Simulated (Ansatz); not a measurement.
# BeH2 (model cell, started as fluorite): following an unstable mode

Aim: this structure of BeH2 (model cell, started as fluorite) is to be tested for unstable modes, and one is followed downhill.

Calculated with Ansatz 0.2.0; DFT PBEsol, scalar-relativistic, plane waves, PAW.

The structure was built from a prototype and need not be the compound's stable phase.

## Step 1: The starting structure

It takes space group Fm-3m (No. 225, cubic). Conventional cell: a = 3.939 Å, b = 3.939 Å, c = 3.939 Å, α = 90.00°, β = 90.00°, γ = 90.00°. Be has 8 H at 1.71 Å nearest. Nearest to H lie 4 Be at 1.71 Å. Farther neighbours are not listed.

## Step 2: The dispersion

The cell comes from relaxations at this level that are not shown. Stability and thermal properties need the whole zone. Linear response on a 4×4×4 q mesh gives force constants as far as a supercell of that size would.

Contents of input.yaml:

```yaml
crystal:
  lattice:
    - [0.0, 1.9694231691, 1.9694231691]
    - [1.9694231691, 0.0, 1.9694231691]
    - [1.9694231691, 1.9694231691, 0.0]
  atoms:
    - { symbol: Be, position: [0.0, 0.0, 0.0] }
    - { symbol: H, position: [0.25, 0.25, 0.25] }
    - { symbol: H, position: [0.75, 0.75, 0.75] }
kpoints:
  mp_grid: { grid: [16, 16, 16] }
hamiltonian:
  xc: pbesol
scf:
  occupations: { method: methfessel_paxton, width: 0.15 }
output:
  eigenvalues: true
phonons:
  method: dfpt
  qmesh: [4, 4, 4]
  temperatures: { t_max: 1000, t_step: 50 }
  qpath:
    path:
      - [[0.0, 0.0, 0.0], [0.5, 0.0, 0.5], [0.625, 0.25, 0.625]]
      - [[0.375, 0.375, 0.75], [0.0, 0.0, 0.0], [0.5, 0.5, 0.5], [0.5, 0.25, 0.75], [0.5, 0.0, 0.5]]
    npoints: 10
```

The run is started by

```console
ansatz run input.yaml --threads 4 --pin off --max-ram 7168MiB --backend cpu --events-out ev --progress --plain --runs-dir out
```

Numbers of over 12 decimals in the logs are rounded to 6 here.

What it wrote:

```text
Warning: phonons: the dynamical matrix that this run interpolates holds no multipole term above the dipole-dipole one, and a site of this crystal is no centre of inversion, so its interpolated transverse optical and acoustic branches and sound speeds can stay off near Gamma, and the density of states and the thermodynamics with them. What a run solves at a wave vector of phonons.qpoints, Gamma apart, where the deck admits one, is free of this, and under fd what a larger phonons.supercell samples
Engine: ansatz 0.2.0, aarch64-unknown-linux-gnu
Pseudopotentials: kind: paw
Pseudopotential: Be, paw, valence charge 2, recommended cutoff 420 eV (normal), Be.paw.azcp
Pseudopotential: H, paw, valence charge 1, recommended cutoff 420 eV (normal), H.paw.azcp
Functional definition: PBEsol
  exchange = pbesol_x
  correlation = pbesol_c
Crystal: 3 atoms, lattice volume = 15.277 Å³
Basis set: ecut = 420 eV, 307 PW (Γ), exchange–correlation on 40×40×40 points (8 copies of the dense FFT grid, shifted against one another)
Bands: 6, of which v1, the nominal top of the filled ones, is band 2 counted from 1 (1 counted from 0)
Symmetry: 48 space group operations
k-points: 145 of 4096
Non-local potential: Be, projectors of the file, l = 0: 2, l = 1: 2, l = 2: 1
Non-local potential: H, projectors of the file, l = 0: 2, l = 1: 1
PAW form: soft (Blöchl's): semilocal exchange-correlation on the pseudo side does not see the compensation charge
PAW frozen core: Be, regenerated for the run's functional, and the local potential with it (the file was generated under x = pbe(κ = 0.804, μ = 0.219515), c = pbe(β = 0.066725))
PAW one-centre angular grid: Be, 110 points (default); XC on 64 Gauss nodes
PAW one-centre angular grid: H, 110 points (default); XC on 64 Gauss nodes
Initial density: superposition of atomic densities (neutral atoms: chi_scale 0, normalization atom), corrected by the library's trained network
Initial wavefunctions: pseudopotential atomic-orbital guess
Functional: x = pbesol(κ = 0.804, μ = 0.123457), c = pbesol(β = 0.046)
SCF iter   1: F=—  HF=-120.454554 eV  |F-HF|=—  |Δ(HF+E_count)|=         —  Δρ=6.58e-3  dr2=4.74e-3  ethr=1.77e-3  ⟨swp⟩=5.0  Hψ=7471  notcnv=0
preconditioner: auto → none  [metal: Δε(μ)=0.015 eV  Ē_g=14.024 eV  σ=0.150 eV  W_gap=0.08  n_scr=0 (ndim 8)  ℏωp=19.0 eV  f_vac=0.000  D(μ)=0.46/eV (n_scr^D=0)]
SCF iter   2: F=—  HF=-120.454331 eV  |F-HF|=—  |Δ(HF+E_count)|=   2.23e-4  S|Δr|=    0.00e0  Δρ=2.79e-3  dr2=9.27e-4  ethr=1.19e-4  ⟨swp⟩=1.0  Hψ=2030  notcnv=0
SCF iter   3: F=—  HF=-120.454303 eV  |F-HF|=—  |Δ(HF+E_count)|=   2.76e-5  S|Δr|=    0.00e0  Δρ=1.03e-4  dr2=1.25e-6  ethr=2.32e-5  ⟨swp⟩=1.0  Hψ=852  notcnv=0
SCF iter   4: F=—  HF=-120.454303 eV  |F-HF|=—  |Δ(HF+E_count)|=   3.30e-7  S|Δr|=    0.00e0  Δρ=1.48e-5  dr2=2.78e-8  ethr=3.12e-8  ⟨swp⟩=2.1  Hψ=1123  notcnv=0
SCF iter   5: F=—  HF=-120.454303 eV  |F-HF|=—  |Δ(HF+E_count)|=   1.05e-7  S|Δr|=    0.00e0  Δρ=3.18e-6  dr2=8.16e-10  ethr=6.94e-10  ⟨swp⟩=2.0  Hψ=1136  notcnv=0
SCF iter   6: F=-120.454303 eV  HF=-120.454303 eV  |F-HF|=1.82e-12  |Δ(HF+E_count)|=  2.14e-10  S|Δr|=    0.00e0  Δρ=3.31e-7  dr2=7.92e-12  ethr=1.00e-12  ⟨swp⟩=4.3  Hψ=3247  notcnv=0
SCF 1 converged in 6 iterations: F = -120.454303 eV  dr2 = 7.92e-12
  greatest PAW one-centre occupation: 0.341 electrons in one spin orbital (limit 2), on the H atom at site 2 (counted from 0), in its partial waves of l = 0
Initial density: read from a saved state, or passed on in memory by an earlier SCF of this step, an earlier step, the calling program or the single point that the run made first
iter 1 solved again at ethr=6.23e-9 eV; its pass at ethr=3.10e-3 eV (dr2=2.49e-7 eV) is discarded
SCF iter   1: F=—  HF=-120.454303 eV  |F-HF|=—  |Δ(HF+E_count)|=         —  Δρ=2.58e-7  dr2=4.27e-12  ethr=6.23e-9  ⟨swp⟩=3.1  Hψ=10107  notcnv=0
eigensolver tolerance schedule: the retry pair's looser diagonalisation over-reported the residual by 58306.44 of it (diagonalisation noise at 0.13 of the residual, at the tolerance the schedule requests for it); recorded, not acted on — ethr = c·dr2/N_el stays at c = 1.0e-1
preconditioner: auto → none  [metal: Δε(μ)=0.015 eV  Ē_g=14.027 eV  σ=0.150 eV  W_gap=0.08  n_scr=0 (ndim 8)  ℏωp=19.0 eV  f_vac=0.000  D(μ)=0.46/eV (n_scr^D=0)]
SCF iter   2: F=-120.454303 eV  HF=-120.454303 eV  |F-HF|=5.40e-13  |Δ(HF+E_count)|=   1.33e-8  S|Δr|=    0.00e0  Δρ=1.79e-7  dr2=2.42e-12  ethr=1.00e-12  ⟨swp⟩=3.6  Hψ=3271  notcnv=0
SCF 2 converged in 2 iterations: F = -120.454303 eV  dr2 = 2.42e-12
phonons: the bands overlap, so this run is a metal and interpolates without the dipole-dipole term. If the crystal is really an insulator or semiconductor, its LO-TO splitting is missing
NSCF: frozen V_eff on 145 k-points
NSCF: frozen V_eff on 349 k-points
DFPT response loops at q = (0, 0, 0) (fractional): preconditioner auto → Kerker (q_TF=auto, 2.182 Å⁻¹) (partly filled bands, converged f_vac=0.000); β = 1.00, the filter's whole step (`scf.mixing.beta` (0.50) is not read by the response loops under this deck's `scf.mixing.preconditioner`; to damp them name `kerker` or `kerker_dos`, under which they read `scf.mixing.beta`, and type it under 1.00, their step now; both keys bind the ground state too); Broyden in place of MSR1
NSCF: frozen V_eff on 4352 k-points
DFPT response loops at q = (0, 0, 0.25) (fractional): mixed as the last ones told, above
NSCF: frozen V_eff on 2196 k-points
DFPT response loops at q = (0, 0, -0.5) (fractional): mixed as the last ones told, above
NSCF: frozen V_eff on 2320 k-points
DFPT response loops at q = (0, 0.25, 0.25) (fractional): mixed as the last ones told, above
NSCF: frozen V_eff on 8192 k-points
DFPT response loops at q = (0, 0.25, -0.5) (fractional): mixed as the last ones told, above
NSCF: frozen V_eff on 4352 k-points
DFPT response loops at q = (0, 0.25, -0.25) (fractional): mixed as the last ones told, above
NSCF: frozen V_eff on 1242 k-points
DFPT response loops at q = (0, -0.5, -0.5) (fractional): mixed as the last ones told, above
NSCF: frozen V_eff on 2320 k-points
DFPT response loops at q = (0.25, -0.5, -0.25) (fractional): mixed as the last ones told, above
SCF converged after 6 iterations
Stability not checked: this state was not tested for a lower state beside it, because cold or Methfessel-Paxton smearing, or corrected tetrahedra, fill the levels in a way that the test cannot read (fill_not_monotonic; see scf.lower_state_search)
Free energy (F): -120.454303 eV
Harris-Foulkes:  -120.454303 eV  (|F-HF|=1.82e-12)
Internal energy: -120.453699 eV  (E = F + TS)
E sigma→0 (E₀):  -120.454152 eV
Entropy (-TS):   -0.000604 eV (-0.201 meV/atom)
Fermi energy:    6.235849 eV
--- Per-component energies (eV) ---
  E_band       = -1.975212
  E_kinetic    = 47.721990
  E_local      = -17.127334  (includes V_loc(G=0)·N_el)
  E_nonlocal   = 6.714674
  E_hartree    = 3.593893
  E_xc         = -37.466956
  E_vxc        = -44.164159  (∫ρ·V_xc dr)
  E_paw        = -57.902434  (= ΣΔE_a)
  E_vpaw       = -2.305879  (= ΣTr[D̂ρ^β])
  E_aug_tail   = -0.002280  (compensation charges beyond the density's cutoff)
  E_ewald      = -65.994782
  E_core_change = 0.009531  (= ΣΔE_core)
  E_smearing   = -0.000604  (= −TS)
  E_closure    = -0.000000  (closes the sum)
  Σ components = -120.454303   (vs F -120.454303, Δ=0.00e0)
--- Band table (eV; the first three rows and the last of 145) ---
  k-point 0: bands = ["-7.7872", "10.3915", "15.7114", "15.7114", "15.7114", "21.2468"]
  k-point 1: bands = ["-7.6943", "10.0834", "15.1108", "15.5475", "15.5475", "21.5241"]
  k-point 2: bands = ["-7.4150", "9.0459", "14.3618", "15.1554", "15.1554", "22.1616"]
  k-point 144: bands = ["0.0460", "0.0460", "6.0352", "7.4231", "18.2996", "18.2996"]
--- Phonons (Γ-DFPT): 2 representative perturbations + reference (Σ response iterations 7) ---
  ASR residual: 1.502e-4 → 0.000e0 eV/Å²; symmetrization residual: 2.621e-8 eV/Å²
  ASR residual per site (eV/Å²): 1.53e-5 1.50e-4 1.50e-4
  Γ frequencies (cm⁻¹): 0.00 0.00 0.00 444.89 444.89 444.89 1218.36 1218.36 1218.36
--- Phonons (arbitrary-q DFPT): 8 irreducible q on the 4×4×4 mesh ---
  q = [0.0000, 0.0000, 0.0000] (star 1, of the zone-centre solve; hermiticity 1.72e-8, symmetrization 8.84e-15): -0.00 -0.00 0.00 444.89 444.89 444.89 1218.36 1218.36 1218.36
  q = [0.0000, 0.0000, 0.2500] (star 8, 2 solved perturbations on 2176 of 4096 k-point pairs; hermiticity 4.70e-9, symmetrization 1.22e-14): -70.36 -70.36 200.25 643.63 694.32 694.32 1115.19 1128.39 1128.39
  q = [0.0000, 0.0000, -0.5000] (star 4, 2 solved perturbations on 1098 of 4096 k-point pairs; hermiticity 7.29e-7, symmetrization 7.47e-7): 50.76 50.76 206.05 830.27 937.78 1016.50 1016.50 1022.73 1022.73
  q = [0.0000, 0.2500, 0.2500] (star 6, 4 solved perturbations in 3616 linear systems a pass and spin channel, the states on 1160 of 4096 k-point pairs; hermiticity 9.06e-9, symmetrization 5.88e-15): -341.53 -341.53 27.96 27.96 339.65 658.83 1158.33 1230.81 1230.81
  q = [0.0000, 0.2500, -0.5000] (star 24, 4 solved perturbations in 12544 linear systems a pass and spin channel, the states on 4096 of 4096 k-point pairs; hermiticity 5.92e-9, symmetrization 4.07e-10): -735.47 -393.70 -154.26 130.48 471.72 490.80 1214.86 1235.13 1293.25
  q = [0.0000, 0.2500, -0.2500] (star 12, 4 solved perturbations in 6672 linear systems a pass and spin channel, the states on 2176 of 4096 k-point pairs; hermiticity 5.26e-9, symmetrization 7.49e-15): -884.54 -164.93 -83.72 143.12 748.22 832.77 1004.29 1090.77 1286.36
  q = [0.0000, -0.5000, -0.5000] (star 3, 4 solved perturbations in 1940 linear systems a pass and spin channel, the states on 621 of 4096 k-point pairs; hermiticity 5.55e-10, symmetrization 3.99e-11): -1502.13 -774.51 -774.51 -207.46 -207.46 474.07 1321.68 1321.68 1356.75
  q = [0.2500, -0.5000, -0.2500] (star 6, 4 solved perturbations in 3498 linear systems a pass and spin channel, the states on 1160 of 4096 k-point pairs; hermiticity 6.97e-8, symmetrization 3.48e-8): -915.39 -863.27 -236.90 265.84 265.84 989.68 989.68 1353.12 1369.01
  sum rule: each row above includes the acoustic sum rule's correction from the zone centre's row sums; it moved no ω² by more than (6.37 cm⁻¹)²
  mesh force constants: q→R imaginary residual 1.70e-17; ASR residual 1.502e-4 → 0.000e0 eV/Å²; symmetrization residual 2.220e-15 eV/Å²
  interpolated dispersion: 62 rows × 9 modes
  density of states and harmonic sums: on the 28×28×28 q-mesh, interpolated from the force constants of a 4×4×4 supercell (no non-analytic term)
  largest difference from the sums on the solved wave vectors: F 6.94e-2 eV, S 9.71e-5 and C_V 2.75e-5 eV/K
  zero-point energy: 0.312536 eV/cell   skipped modes (ω ≤ 0): 1856, of them read as no rigid motion or as one in doubt: 1853 (3.008e0 modes/cell left out, lowest -1502.13 cm⁻¹)   left out of the sums: 3.34e-1 of the cell's modes: C_V's classical limit lies that fraction below 3 k_B per atom; for a crystal, a wire or a layer, F and S can be off by more, and a phonons.interpolated_qmesh denser along its periods is the remedy for the sampling
```

Wall time 44 s (4 threads of Arm Neoverse V2, shared host); peak memory 1.1 GiB; 2.8 min of CPU time.

Reading the cycles: dr2 is the Hartree energy of the density residual (eV), the measure of convergence; HF is the Harris–Foulkes estimate of the energy, which meets the free energy F at convergence.

Numbers from this step:

```yaml
volume_per_atom: 5.092 Å³
gap_on_the_k_mesh: 0 eV
sum_rule_residual_before_enforcement: 1.50e-4 eV/Å²
lowest_frequency_on_the_path: -1502 cm⁻¹
point_group: m-3m
highest_frequency_on_the_path_or_at_a_solved_wavevector: 1369 cm⁻¹
highest_optical_mode_at_the_zone_centre_no_lo_to_term: 1218 cm⁻¹
lowest_optical_zone_centre_mode: 444.9 cm⁻¹
lowest_mode_on_the_q_mesh_acoustic_modes_at_gamma_apart: -1502 cm⁻¹
```

Frequencies (cm⁻¹) solved at each irreducible wavevector; negative means imaginary. Frequencies by wavevector, by row:

```csv
q in reciprocal lattice units,star,mode 1,mode 2,mode 3,mode 4,mode 5,mode 6,mode 7,mode 8,mode 9
0 0 0,1,0,0,0,444.9,444.9,444.9,1218,1218,1218
0 0 0.25,8,-70.4,-70.4,200.2,643.6,694.3,694.3,1115,1128,1128
0 0 -0.5,4,50.8,50.8,206.1,830.3,937.8,1016,1016,1023,1023
0 0.25 0.25,6,-341.5,-341.5,28,28,339.6,658.8,1158,1231,1231
0 0.25 -0.5,24,-735.5,-393.7,-154.3,130.5,471.7,490.8,1215,1235,1293
0 0.25 -0.25,12,-884.5,-164.9,-83.7,143.1,748.2,832.8,1004,1091,1286
0 -0.5 -0.5,3,-1502,-774.5,-774.5,-207.5,-207.5,474.1,1322,1322,1357
0.25 -0.5 -0.25,6,-915.4,-863.3,-236.9,265.8,265.8,989.7,989.7,1353,1369
```

Interpolated from a 4×4×4 q mesh. The phonon branches at the labelled points (cm⁻¹):

```csv
point,branch 1,branch 2,branch 3,branch 4,branch 5,branch 6,branch 7,branch 8,branch 9
Γ,0,0,0,445,445,445,1218,1218,1218
halfway,-342,-342,28,28,340,659,1158,1231,1231
X,-1502,-774,-774,-208,-208,474,1322,1322,1357
halfway,-1380,-704,-586,-191,-185,469,1309,1315,1360
U,-1119,-533,-151,-132,399,476,1253,1282,1354
jump to K,-1119,-533,-151,-132,399,476,1253,1282,1354
halfway,-680,-121,-50,207,888,940,950,965,1258
Γ,0,0,0,445,445,445,1218,1218,1218
halfway,-70,-70,200,644,694,694,1115,1128,1128
L,51,51,206,830,938,1016,1016,1023,1023
halfway,-622,-317,-140,281,398,949,993,1262,1272
W,-915,-863,-237,266,266,990,990,1353,1369
halfway,-1273,-755,-217,-175,-99,488,1245,1348,1363
X,-1502,-774,-774,-208,-208,474,1322,1322,1357
```

The phonon branches as a text plot (rows in cm⁻¹):

```
   1309 |        ****************                     ***********
   1190 |********          **    ***********       ***      **
   1070 |   ***             **** ***        ********       *
    950 |   ***                **              *************
    831 |                    *****            * ***
    711 |  *   *            ***   **        ****   **       *
    591 | *                **       *     ***        *       *
    472 |**      ***********         *****          *         ***
    352 |  **  **         *         *                ***   **
    233 |   ***          *     *****       ********   ****** *
    113 | **                 **  *  **  ***        **       **
     -7 |**    *            *   **** *******   ***** *
   -126 |  **   ****   **********   *       ***    *****      *
   -246 |    **     ****    *     **                *   *********
   -366 |      **       *  *                          *
   -485 |       *         *      *                   * *      *
   -605 |        *     ***                            * *
   -725 |         ******        *                      *    *****
   -844 |        *             *                        ****
   -964 |                  ****                          ***
  -1083 |                 *                                 *
  -1203 |         **     *                                   *
  -1323 |              **                                     *
  -1442 |           ***                                        **
         Γ           X  U|K            Γ         L        W     X
```

Symmetry leaves 8 wavevectors to solve. The lowest mode among them, the acoustic zeros apart, lies at q = (0, -0.5, -0.5) and is imaginary, 1502.1i cm⁻¹, so the energy falls along it.

## Step 3: The mode frozen in, largest atomic shift 0 Å

The mode followed lies at q = (0, -0.5, -0.5) with frequency 1502.1i cm⁻¹, the softest among the wavevectors solved. At small amplitude the distorted cell has space group no. 137 by a symmetry search on the positions. The undistorted cell that holds it gives the zero of energy on the same k mesh.

System of this step: BeH2 (model cell, started as fluorite). The structure is cubic, space group Fm-3m (No. 225). The conventional cell has a = 3.939 Å, b = 3.939 Å, c = 3.939 Å, α = 90.00°, β = 90.00°, γ = 90.00°. Nearest to Be lie 8 H at 1.71 Å. Nearest to H lie 4 Be at 1.71 Å. Farther neighbours are not listed.

Contents of input.yaml:

```yaml
crystal:
  lattice:
    - [0.0, -1.9694231691, -1.9694231691]
    - [0.0, 1.9694231691, -1.9694231691]
    - [3.9388463383, 0.0, 0.0]
  atoms:
    - { symbol: Be, position: [0.0, 0.0, 0.0] }
    - { symbol: Be, position: [0.5, 0.5, 0.5] }
    - { symbol: H, position: [0.0, 0.5, 0.75] }
    - { symbol: H, position: [0.5, 0.0, 0.25] }
    - { symbol: H, position: [1.0, 0.5, 0.25] }
    - { symbol: H, position: [0.5, 0.0, 0.75] }
kpoints:
  mp_grid: { grid: [12, 12, 8] }
hamiltonian:
  xc: pbesol
scf:
  occupations: { method: methfessel_paxton, width: 0.15 }
output:
  forces: true
  stress: true
  eigenvalues: true
```

What it wrote:

```text
[...]
Crystal: 6 atoms, lattice volume = 30.555 Å³
Basis set: ecut = 420 eV, 609 PW (Γ), exchange–correlation on 40×40×54 points (8 copies of the dense FFT grid, shifted against one another)
Bands: 10, of which v1, the nominal top of the filled ones, is band 4 counted from 1 (3 counted from 0)
Symmetry: 32 space group operations
[...]
k-points: 140 of 1152
[...]
Internal energy: -240.910998 eV  (E = F + TS)
E sigma→0 (E₀):  -240.912032 eV
Entropy (-TS):   -0.001379 eV (-0.230 meV/atom)
Fermi energy:    6.304909 eV
[...]
--- Stress (GPa, compression-positive) ---
        0.920749      -0.000000       0.000000
       -0.000000      -0.674361       0.000000
        0.000000       0.000000      -0.674361
  P = ⅓ Tr σ = -0.1427 GPa (-1.427 kbar)
--- Band table (eV; the first three rows and the last of 140) ---
[...]
[key lines of the parts left out:]
SCF converged after 5 iterations
Free energy (F): -240.912376 eV
```

Elapsed: 0.58 s, on 4 threads; peak memory 0.31 GiB.

This step gave:

```yaml
pressure: -0.1427 GPa
energy_from_the_undistorted_cell: 0 meV/atom
```

The run ends at a pressure of -0.14 GPa.

## Step 4: The mode frozen in, largest atomic shift 0.45 Å

The atoms are moved along the unstable eigenvector, the largest shift by 0.45 Å, with the cell fixed.

input.yaml, the sections that differ from step 3:

```yaml
crystal:
  lattice:
    - [0.0, -1.9694231691, -1.9694231691]
    - [0.0, 1.9694231691, -1.9694231691]
    - [3.9388463383, 0.0, 0.0]
  atoms:
    - { symbol: Be, position: [0.0, 0.0, 0.0] }
    - { symbol: Be, position: [0.5, 0.5, 0.5] }
    - { symbol: H, position: [0.0, 0.5, 0.6357533497] }
    - { symbol: H, position: [0.5, 0.0, 0.3642466503] }
    - { symbol: H, position: [1.0, 0.5, 0.1357533497] }
    - { symbol: H, position: [0.5, 0.0, 0.8642466503] }
# kpoints, hamiltonian, scf, output: as in step 3
```

What it wrote:

```text
[...]
Crystal: 6 atoms, lattice volume = 30.555 Å³
Basis set: ecut = 420 eV, 609 PW (Γ), exchange–correlation on 40×40×54 points (8 copies of the dense FFT grid, shifted against one another)
Bands: 10, of which v1, the nominal top of the filled ones, is band 4 counted from 1 (3 counted from 0)
Symmetry: 16 space group operations
[...]
k-points: 140 of 1152
[...]
atom   5  H      0.15685242     0.00000000    -0.00000000
  atom   6  H     -0.15685242    -0.00000000     0.00000000
  max |Σ_I F_I| component: 1.94e-16 eV/Å
--- Stress (GPa, compression-positive) ---
       36.329718      -0.000000      -0.000000
       -0.000000      -4.706628       0.000000
       -0.000000       0.000000      -4.706628
  P = ⅓ Tr σ = 8.9722 GPa (89.722 kbar)
--- Band table (eV; the first three rows and the last of 140) ---
[...]
[key lines of the parts left out:]
SCF converged after 5 iterations
Free energy (F): -241.602365 eV
Fermi energy:    5.463647 eV
```

Elapsed: 0.68 s, on 4 threads; peak memory 0.31 GiB; 2.3 s of CPU time.

This step gave:

```
pressure                         : 8.972 GPa
energy from the undistorted cell : -115.1 meV/atom
```

The energy, extrapolated to zero smearing, is -115.07 meV/atom against the undistorted cell.

The run ends at a pressure of 8.97 GPa, with forces up to 0.16 eV/Å.

(Part 1 of 3 ends here.)

[Logs are printed without paths, hosts, clocks, repeated set-up lines and the standing remarks that a program may print on its own settings, such as how far it seeks lower states.]

[Hosts, paths, dates, database ids (printed as entryN), source tags and the programs' standing remarks are cut or masked in the printed files.]
